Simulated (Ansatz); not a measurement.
# N on Mo(110): change of the work function, part 2 of 4

How does N on the hollow site change the work function of Mo(110) as the layer fills?

Ansatz 0.2.0; plane-wave DFT, PBE, Ansatz PAW.

So far, work function, upper face (eV): step 2 (the clean slab) 4.60.

**3. Adsorbate added, k-mesh 4×4×1, coverage 0.111 ML**

System of this step: Mo36N (N/Mo(110)). The cell holds 37 atoms: 36 Mo and 1 N. Its edges and angles: a = 8.184 Å, b = 8.184 Å, c = 26.377 Å, α = 90.0°, β = 90.0°, γ = 70.5°. Vacuum lies along c.

The clean slab as it ended is repeated in the plane and the adsorbate is set on one face; the cell's size fixes the coverage, and the k-mesh shrinks with it to keep the sampling density about even. Adsorbate and upper layers relax, since the dipole depends on the height.

input.yaml

```yaml
crystal:
  lattice:
    - [6.6821590821, -4.725, 0.0]
    - [6.6821590821, 4.725, 0.0]
    - [0.0, 0.0, 26.3772172182]
  atoms:
    - { symbol: Mo, position: [0.0, 0.0, 0.3412035442] }
    - { symbol: Mo, position: [0.1666666667, 0.1666666667, 0.4256471131] }
    - { symbol: Mo, position: [0.0, 0.0, 0.5109335839] }
    - { symbol: Mo, position: [0.1666666667, 0.1666666667, 0.5922974257] }
    - { symbol: Mo, position: [0.0, 0.3333333333, 0.3412035442] }
    - { symbol: Mo, position: [0.1666666667, 0.5, 0.4256471131] }
    - { symbol: Mo, position: [0.0, 0.3333333333, 0.5109335839] }
    - { symbol: Mo, position: [0.1666666667, 0.5, 0.5922974257] }
    - { symbol: Mo, position: [0.0, 0.6666666667, 0.3412035442] }
    - { symbol: Mo, position: [0.1666666667, 0.8333333333, 0.4256471131] }
    - { symbol: Mo, position: [0.0, 0.6666666667, 0.5109335839] }
    - { symbol: Mo, position: [0.1666666667, 0.8333333333, 0.5922974257] }
    - { symbol: Mo, position: [0.3333333333, 0.0, 0.3412035442] }
    - { symbol: Mo, position: [0.5, 0.1666666667, 0.4256471131] }
    - { symbol: Mo, position: [0.3333333333, 0.0, 0.5109335839] }
    - { symbol: Mo, position: [0.5, 0.1666666667, 0.5922974257] }
    - { symbol: Mo, position: [0.3333333333, 0.3333333333, 0.3412035442] }
    - { symbol: Mo, position: [0.5, 0.5, 0.4256471131] }
    - { symbol: Mo, position: [0.3333333333, 0.3333333333, 0.5109335839] }
    - { symbol: Mo, position: [0.5, 0.5, 0.5922974257] }
    - { symbol: Mo, position: [0.3333333333, 0.6666666667, 0.3412035442] }
    - { symbol: Mo, position: [0.5, 0.8333333333, 0.4256471131] }
    - { symbol: Mo, position: [0.3333333333, 0.6666666667, 0.5109335839] }
    - { symbol: Mo, position: [0.5, 0.8333333333, 0.5922974257] }
    - { symbol: Mo, position: [0.6666666667, 0.0, 0.3412035442] }
    - { symbol: Mo, position: [0.8333333333, 0.1666666667, 0.4256471131] }
    - { symbol: Mo, position: [0.6666666667, 0.0, 0.5109335839] }
    - { symbol: Mo, position: [0.8333333333, 0.1666666667, 0.5922974257] }
    - { symbol: Mo, position: [0.6666666667, 0.3333333333, 0.3412035442] }
    - { symbol: Mo, position: [0.8333333333, 0.5, 0.4256471131] }
    - { symbol: Mo, position: [0.6666666667, 0.3333333333, 0.5109335839] }
    - { symbol: Mo, position: [0.8333333333, 0.5, 0.5922974257] }
    - { symbol: Mo, position: [0.6666666667, 0.6666666667, 0.3412035442] }
    - { symbol: Mo, position: [0.8333333333, 0.8333333333, 0.4256471131] }
    - { symbol: Mo, position: [0.6666666667, 0.6666666667, 0.5109335839] }
    - { symbol: Mo, position: [0.8333333333, 0.8333333333, 0.5922974257] }
    - { symbol: "N", position: [0.28, 0.28, 0.6587964558] }
kpoints:
  mp_grid: { grid: [4, 4, 1] }
hamiltonian:
  xc: pbe
scf:
  occupations: { method: fermi_dirac, width: 0.1 }
  convergence: { dr2_threshold: 1.0e-08 }
efield:
  axis: 3
  dipole_correction: true
  ramp_position: 0.97
  ramp_width: 0.06
relax:
  f_tol: 0.02
  max_steps: 60
  constraints:
    - { sites: [0, 1, 4, 5, 8, 9, 12, 13, 16, 17, 20, 21, 24, 25, 28, 29, 32, 33] }
output:
  write_potential: true
  write_density: true
  volumetric_format: npy
```

Command:

```
ansatz run input.yaml --threads 4 --pin off --max-ram 16384MiB --backend cpu --events-out ev --progress --plain --runs-dir out
```

What it wrote:

```text
[...]
Crystal: 37 atoms, lattice volume = 1665.626 Å³
Basis set: ecut = 420 eV, 32585 PW (Γ), exchange–correlation on 120×120×360 points (8 copies of the dense FFT grid, shifted against one another)
Bands: 306, of which v1, the nominal top of the filled ones, is band 255 counted from 1 (254 counted from 0)
Symmetry: 2 space group operations
[...]
k-points: 7 of 16 (time reversal used)
[...]
SCF iter   1: F=—  HF=-178778.286950 eV  |F-HF|=—  |Δ(HF+E_count)|=         —  Δρ=4.31e-3  dr2=1.91e0  ethr=1.77e-3  p=-0.140 e·Å  D=-1.52e-2 V/Å  ΔV_dip=0.40 eV  dr2_dipole=2.00e-1  V_vac-E_F(+/−)=5.23/4.83 eV  ⟨swp⟩=10.3  Hψ=11047  notcnv=0
[...]
SCF iter  10: F=-178778.233869 eV  HF=-178778.233869 eV  |F-HF|=1.63e-8  |Δ(HF+E_count)|=   1.02e-7  Δρ=3.58e-7  dr2=4.16e-9  ethr=1.96e-12  p=-0.181 e·Å  D=-1.97e-2 V/Å  ΔV_dip=0.52 eV  dr2_dipole=8.12e-12  V_vac-E_F(+/−)=5.20/4.68 eV  ⟨swp⟩=10.4  Hψ=15168  notcnv=0
SCF 1 converged in 10 iterations: F = -178778.233869 eV  dr2 = 4.16e-9
[...]
relax step   1: F+E_penalty+E_count = -178778.23386936 eV  Δ(F+E_penalty+E_count) = +0.000e0 eV  max|allowed force component| = 5.250e0 eV/Å  Δτ_max = 0.0000 Å  (10 SCF iters, accepted)
[...]
SCF iter  10: F=-178779.595287 eV  HF=-178779.595287 eV  |F-HF|=8.00e-9  |Δ(HF+E_count)|=   2.83e-8  Δρ=3.00e-7  dr2=3.49e-9  ethr=1.96e-12  p=-0.119 e·Å  D=-1.29e-2 V/Å  ΔV_dip=0.34 eV  dr2_dipole=2.73e-11  V_vac-E_F(+/−)=5.02/4.67 eV  ⟨swp⟩=10.3  Hψ=14860  notcnv=0
SCF 2 converged in 10 iterations: F = -178779.595287 eV  dr2 = 3.49e-9
relax step   2: F+E_penalty+E_count = -178779.59528694 eV  Δ(F+E_penalty+E_count) = -1.361e0 eV  max|allowed force component| = 4.163e0 eV/Å  Δτ_max = 0.1949 Å  (10 SCF iters, accepted)
SCF iter   1: F=—  HF=-178780.420590 eV  |F-HF|=—  |Δ(HF+E_count)|=         —  Δρ=4.67e-3  dr2=3.62e-1  ethr=9.94e-4  p=-0.119 e·Å  D=-1.29e-2 V/Å  ΔV_dip=0.34 eV  dr2_dipole=9.14e-5  V_vac-E_F(+/−)=5.02/4.67 eV  ⟨swp⟩=5.7  Hψ=5132  notcnv=0
[...]
SCF iter   9: F=-178780.334156 eV  HF=-178780.334156 eV  |F-HF|=5.10e-8  |Δ(HF+E_count)|=   2.43e-8  Δρ=5.82e-7  dr2=9.13e-9  ethr=1.96e-12  p=-0.056 e·Å  D=-6.05e-3 V/Å  ΔV_dip=0.16 eV  dr2_dipole=8.60e-12  V_vac-E_F(+/−)=4.83/4.67 eV  ⟨swp⟩=8.4  Hψ=17123  notcnv=0
SCF 3 converged in 9 iterations: F = -178780.334156 eV  dr2 = 9.13e-9
relax step   3: F+E_penalty+E_count = -178780.33415627 eV  Δ(F+E_penalty+E_count) = -7.389e-1 eV  max|allowed force component| = 1.571e0 eV/Å  Δτ_max = 0.1949 Å  (9 SCF iters, accepted)
[...]
relax step   4: F+E_penalty+E_count = -178780.55488354 eV  Δ(F+E_penalty+E_count) = -2.207e-1 eV  max|allowed force component| = 4.758e-1 eV/Å  Δτ_max = 0.1947 Å  (9 SCF iters, accepted)
[...]
relax step   5: F+E_penalty+E_count = -178780.57239988 eV  Δ(F+E_penalty+E_count) = -1.752e-2 eV  max|allowed force component| = 3.282e-1 eV/Å  Δτ_max = 0.0665 Å  (9 SCF iters, accepted)
[...]
relax step   6: F+E_penalty+E_count = -178780.58930336 eV  Δ(F+E_penalty+E_count) = -1.690e-2 eV  max|allowed force component| = 7.608e-2 eV/Å  Δτ_max = 0.0284 Å  (9 SCF iters, accepted)
[...]
relax step   7: F+E_penalty+E_count = -178780.59107591 eV  Δ(F+E_penalty+E_count) = -1.773e-3 eV  max|allowed force component| = 2.585e-2 eV/Å  Δτ_max = 0.0148 Å  (8 SCF iters, accepted)
SCF iter   1: F=—  HF=-178780.590071 eV  |F-HF|=—  |Δ(HF+E_count)|=         —  Δρ=2.03e-4  dr2=9.18e-4  ethr=3.13e-6  p=-0.023 e·Å  D=-2.47e-3 V/Å  ΔV_dip=0.07 eV  dr2_dipole=6.48e-6  V_vac-E_F(+/−)=4.73/4.66 eV  ⟨swp⟩=2.1  Hψ=3318  notcnv=0
[...]
SCF iter   6: F=-178780.591329 eV  HF=-178780.591329 eV  |F-HF|=3.27e-8  |Δ(HF+E_count)|=   1.87e-7  Δρ=6.04e-7  dr2=9.56e-9  ethr=1.96e-12  p=-0.023 e·Å  D=-2.48e-3 V/Å  ΔV_dip=0.07 eV  dr2_dipole=2.93e-10  V_vac-E_F(+/−)=4.73/4.66 eV  ⟨swp⟩=10.9  Hψ=16095  notcnv=0
SCF 8 converged in 6 iterations: F = -178780.591329 eV  dr2 = 9.56e-9
relax step   8: F+E_penalty+E_count = -178780.59132899 eV  Δ(F+E_penalty+E_count) = -2.531e-4 eV  max|allowed force component| = 9.895e-3 eV/Å  Δτ_max = 0.0082 Å  (6 SCF iters, accepted)
NSCF: frozen V_eff on 7 k-points
[...]
SCF converged after 6 iterations
Free energy (F): -178780.591329 eV
[...]
Internal energy: -178779.556465 eV  (E = F + TS)
E sigma→0 (E₀):  -178780.073897 eV
Entropy (-TS):   -1.034864 eV (-27.969 meV/atom)
Fermi energy:    4.163984 eV
Dipole field:    D = -0.002472 V/Å  (p = -0.022751 e·Å, saw-weighted, corrected)
Work function:   Φ+ = 4.7286 eV   Φ− = 4.6634 eV
[...]
--- Forces (eV/Å), atoms counted from 1 ---
  atom   1  Mo    -0.05429376     0.00000000     0.56851728
  atom   2  Mo     0.05393632     0.00000000    -0.41540861
  atom   3  Mo     0.00069822     0.00000000    -0.00011843
  atom   4  Mo     0.00647033     0.00000000     0.00340135
  atom   5  Mo     0.02824912    -0.03747531     0.52786939
  atom   6  Mo     0.00925797     0.06068089    -0.55865592
  atom   7  Mo    -0.00023171    -0.00294785     0.00101961
  atom   8  Mo    -0.00104022     0.00989452    -0.00327537
  atom   9  Mo     0.02287936    -0.05060701     0.45359801
  atom  10  Mo     0.06367792    -0.01550149    -0.57756181
  atom  11  Mo    -0.00139115     0.00322887     0.00054098
  atom  12  Mo    -0.00030925     0.00107108    -0.00135267
  atom  13  Mo     0.02824912     0.03747531     0.52786939
  atom  14  Mo     0.00925797    -0.06068089    -0.55865592
  atom  15  Mo    -0.00023171     0.00294785     0.00101961
  atom  16  Mo    -0.00104022    -0.00989452    -0.00327537
  atom  17  Mo    -0.00192281     0.00000000     0.52733094
  atom  18  Mo    -0.02461027     0.00000000    -0.42856637
  atom  19  Mo    -0.00253611     0.00000000    -0.00556720
  atom  20  Mo    -0.00360426     0.00000000     0.00413503
  atom  21  Mo    -0.01907345    -0.01009527     0.50569246
  atom  22  Mo    -0.06873491    -0.01273637    -0.54592019
  atom  23  Mo     0.00054420    -0.00309017     0.00378902
  atom  24  Mo     0.00151246    -0.00035911    -0.00275912
  atom  25  Mo     0.02287936     0.05060701     0.45359801
  atom  26  Mo     0.06367792     0.01550149    -0.57756181
  atom  27  Mo    -0.00139115    -0.00322887     0.00054098
  atom  28  Mo    -0.00030925    -0.00107108    -0.00135267
  atom  29  Mo    -0.01907345     0.01009527     0.50569246
  atom  30  Mo    -0.06873491     0.01273637    -0.54592019
  atom  31  Mo     0.00054420     0.00309017     0.00378902
  atom  32  Mo     0.00151246     0.00035911    -0.00275912
  atom  33  Mo     0.02875211     0.00000000     0.55400080
  atom  34  Mo    -0.07216188     0.00000000    -0.41397720
  atom  35  Mo     0.00010656     0.00000000    -0.00062153
  atom  36  Mo    -0.00169482     0.00000000    -0.00059334
  atom  37  N      0.00017198     0.00000000     0.00144694
  max |Σ_I F_I| component: 5.16e-5 eV/Å
--- Band table (eV; the first three rows and the last of 7) ---
  k-point 0: bands = [... 251 lower, 4.1505, 4.1668, 4.2846, 4.3941, 4.4838, 4.5324, 4.5896, 4.6117, ... 47 higher]
  k-point 1: bands = [... 251 lower, 4.0732, 4.2132, 4.2549, 4.3470, 4.4498, 4.4855, 4.5336, 4.5839, ... 47 higher]
  k-point 2: bands = [... 251 lower, 4.0953, 4.1585, 4.1826, 4.2135, 4.2552, 4.3839, 4.4183, 4.4794, ... 47 higher]
  k-point 6: bands = [... 251 lower, 3.6858, 3.7022, 3.7086, 3.7193, 3.8128, 3.8974, 3.9802, 4.0081, ... 47 higher]
--- Relaxed structure (8 steps of the walk, 8 accepted, 0 SCFs on fresh bases) ---
  F+E_penalty+E_count = -178780.59132899 eV   max|allowed force component| = 9.895e-3 eV/Å
  atoms:
    - { symbol: Mo, position: [0.0, 0.0, 0.3412035442] }
    - { symbol: Mo, position: [0.1666666667, 0.1666666667, 0.4256471131] }
    - { symbol: Mo, position: [0.000502213, 0.000502213, 0.510951] }
    - { symbol: Mo, position: [0.162187, 0.162187, 0.594396] }
    - { symbol: Mo, position: [2.775558e-17, 0.333333, 0.3412035442] }
    - { symbol: Mo, position: [0.166667, 0.5, 0.4256471131] }
    - { symbol: Mo, position: [3.405045e-5, 0.334663, 0.511306] }
    - { symbol: Mo, position: [0.169360, 0.498249, 0.595510] }
    - { symbol: Mo, position: [0.0, 0.6666666667, 0.3412035442] }
    - { symbol: Mo, position: [0.166667, 0.8333333333, 0.4256471131] }
    - { symbol: Mo, position: [-0.000671734, 0.668884, 0.510020] }
    - { symbol: Mo, position: [0.166395, 0.833050, 0.592840] }
    - { symbol: Mo, position: [0.333333, 2.775558e-17, 0.3412035442] }
    - { symbol: Mo, position: [0.5, 0.166667, 0.4256471131] }
    - { symbol: Mo, position: [0.334663, 3.405045e-5, 0.511306] }
    - { symbol: Mo, position: [0.498249, 0.169360, 0.595510] }
    - { symbol: Mo, position: [0.333333, 0.333333, 0.3412035442] }
    - { symbol: Mo, position: [0.5, 0.5, 0.4256471131] }
    - { symbol: Mo, position: [0.333424, 0.333424, 0.510877] }
    - { symbol: Mo, position: [0.505800, 0.505800, 0.592234] }
    - { symbol: Mo, position: [0.3333333333, 0.666667, 0.3412035442] }
    - { symbol: Mo, position: [0.500000, 0.833333, 0.4256471131] }
    - { symbol: Mo, position: [0.331979, 0.667085, 0.511291] }
    - { symbol: Mo, position: [0.501130, 0.834379, 0.591763] }
    - { symbol: Mo, position: [0.6666666667, 0.0, 0.3412035442] }
    - { symbol: Mo, position: [0.8333333333, 0.166667, 0.4256471131] }
    - { symbol: Mo, position: [0.668884, -0.000671734, 0.510020] }
    - { symbol: Mo, position: [0.833050, 0.166395, 0.592840] }
    - { symbol: Mo, position: [0.666667, 0.3333333333, 0.3412035442] }
    - { symbol: Mo, position: [0.833333, 0.500000, 0.4256471131] }
    - { symbol: Mo, position: [0.667085, 0.331979, 0.511291] }
    - { symbol: Mo, position: [0.834379, 0.501130, 0.591763] }
    - { symbol: Mo, position: [0.6666666667, 0.6666666667, 0.3412035442] }
    - { symbol: Mo, position: [0.8333333333, 0.8333333333, 0.4256471131] }
    - { symbol: Mo, position: [0.666508, 0.666508, 0.511051] }
    - { symbol: Mo, position: [0.835057, 0.835057, 0.591901] }
    - { symbol: N, position: [0.294209, 0.294209, 0.636333] }
```

Wall time 13 min (4 threads of AMD EPYC 7R13 (Zen 3), shared host); peak memory 9.3 GiB; 51 min of CPU time.

This run has no spin polarisation although its electron count is odd.

The steps of the relaxation:

```tsv
step	energy less that of the first step (eV)	largest force component (eV/Å)
1	0.0000	5.2503
2	-1.3614	4.1629
3	-2.1003	1.5711
4	-2.3210	0.4758
5	-2.3385	0.3282
6	-2.3554	0.0761
7	-2.3572	0.0258
8	-2.3575	0.0099
```

Forces are held to the 2 operations that the program found; a distortion that breaks them can't arise in this run.

The atoms that moved most (Å):

```tsv
atom	dx	dy	dz	length
N37	0.190	0.000	-0.593	0.622
Mo8	0.006	-0.021	0.085	0.088
Mo16	0.006	0.021	0.085	0.088
Mo4	-0.060	0.000	0.055	0.082
Mo20	0.078	0.000	-0.002	0.078
Mo27	0.010	-0.014	-0.024	0.030
Mo11	0.010	0.014	-0.024	0.030
Mo36	0.023	0.000	-0.010	0.025
```

Final coordinates:

```xyz
37
Lattice="6.6822 -4.7250 0.0000 6.6822 4.7250 0.0000 0.0000 0.0000 26.3772" Properties=species:S:1:pos:R:3
Mo    0.0000    0.0000    9.0000
Mo    2.2274    0.0000   11.2274
Mo    0.0067    0.0000   13.4775
Mo    2.1675    0.0000   15.6785
Mo    2.2274    1.5750    9.0000
Mo    4.4548    1.5750   11.2274
Mo    2.2365    1.5811   13.4868
Mo    4.4611    1.5540   15.7079
Mo    4.4548    3.1500    9.0000
Mo    6.6822    3.1500   11.2274
Mo    4.4651    3.1637   13.4529
Mo    6.6785    3.1499   15.6375
Mo    2.2274   -1.5750    9.0000
Mo    4.4548   -1.5750   11.2274
Mo    2.2365   -1.5811   13.4868
Mo    4.4611   -1.5540   15.7079
Mo    4.4548    0.0000    9.0000
Mo    6.6822    0.0000   11.2274
Mo    4.4560    0.0000   13.4755
Mo    6.7597    0.0000   15.6215
Mo    6.6822    1.5750    9.0000
Mo    8.9095    1.5750   11.2274
Mo    6.6759    1.5834   13.4864
Mo    8.9241    1.5746   15.6091
Mo    4.4548   -3.1500    9.0000
Mo    6.6822   -3.1500   11.2274
Mo    4.4651   -3.1637   13.4529
Mo    6.6785   -3.1499   15.6375
Mo    6.6822   -1.5750    9.0000
Mo    8.9095   -1.5750   11.2274
Mo    6.6759   -1.5834   13.4864
Mo    8.9241   -1.5746   15.6091
Mo    8.9095    0.0000    9.0000
Mo   11.1369    0.0000   11.2274
Mo    8.9074    0.0000   13.4801
Mo   11.1600    0.0000   15.6127
N     3.9319    0.0000   16.7847
```

This step gave:

```
energy at zero smearing        : -178780.0739 eV
work function, upper face      : 4.729 eV
work function, lower face      : 4.663 eV
dipole along the normal        : -0.02275 e·Å
step between the vacuum levels : 0.06519 eV
```

Running mean over 2.227 Å of the planar mean; the ramp of the sawtooth is left out. Table of electron's electrostatic potential energy less the Fermi level by z:

```tsv
z (Å)	electron's electrostatic potential energy less the Fermi level (eV)
4	4.66
5	4.65
6	4.52
7	3.17
8	-5.99
9	-12.4
10	-12.7
11	-12.9
12	-12.7
13	-12.8
14	-13.2
15	-13.2
16	-12.1
17	-2.21
18	3.87
19	4.67
20	4.72
21	4.73
22	4.73
23	4.73
```

The relaxation took 8 steps and lowered the energy by 2.4 eV; the largest force on the free atoms ends at 0.0099 eV/Å.

The covered face has 4.73 eV, +0.13 eV against the clean one; the bare back face has moved by -0.03 eV, a measure of how thin the slab is.

(Continued in part 3 of 4.)

[Long decimals in the printed logs are rounded to 6 places.]

[Logs are printed without paths, hosts, clocks, repeated set-up lines and the standing remarks that a program may print on its own settings, such as how far it seeks lower states.]

[Hosts, paths, dates, database ids (printed as entryN), source tags and the programs' standing remarks are cut or masked in the printed files.]

[Maps of the electrostatic potential energy from Ansatz leave out the sawtooth potential of an applied field or a dipole correction, so their vacuum need not be flat; planar profiles and work functions include it.]
